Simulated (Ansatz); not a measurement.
# Work function of V by crystal face

How much does the work function of V differ between its low-index faces, and does the functional change the order?

**Method.** Ansatz 0.2.0, plane waves with PAW datasets (its set soft_2) at their recommended cutoffs; symmetric slabs of 7 layers (11 for bcc (111)) cut at the tabulated experimental lattice constant, atoms at bulk places, 18 Å of vacuum, k-spacing 0.16 Å⁻¹ (2π included), Fermi-Dirac smearing of 0.1 eV, SCF threshold 1e-9 eV; spin-polarised where the metal is Fe, Co or Ni. The work function is the vacuum level less the Fermi level; differences are formed before rounding.

The runs side by side:

| face | atoms per nm² | LDA (eV) | PBEsol (eV) | r2SCAN (eV) | PBE (eV) | RPBE (eV) | PBE, relaxed (eV) |
| --- | --- | --- | --- | --- | --- | --- | --- |
| (110) | 15.5 | 4.99 | 4.86 | 4.89 | 4.78 | 4.65 | 4.68 |
| (100) | 11.0 | 4.10 | 3.93 | 3.86 | 3.86 | 3.71 | 3.73 |
| (111) | 6.3 | 3.74 | 3.54 | 3.48 | 3.48 | 3.34 | 3.80 |

What this shows: With PBE the work function runs from 4.78 eV on (110) to 3.48 eV on (111). It falls with the atom density, as Smoluchowski smoothing would have it: on an open face electrons flow from the ridges into the troughs, which weakens the surface dipole. All functionals in the table give the same order. LDA lies 0.22 to 0.25 eV above PBE. After relaxation the order is (100) < (111) < (110), so that reading holds for the unrelaxed slabs alone. Relaxing all layers with PBE (forces under 0.01 eV/Å) moves the values by −0.13 to +0.32 eV.

Caveats: Slabs this thin leave size errors that can reach a tenth of an eV or more. The functionals share one unrelaxed geometry at the tabulated experimental lattice constant; the relaxed column keeps that in-plane lattice, which is not PBE's own.
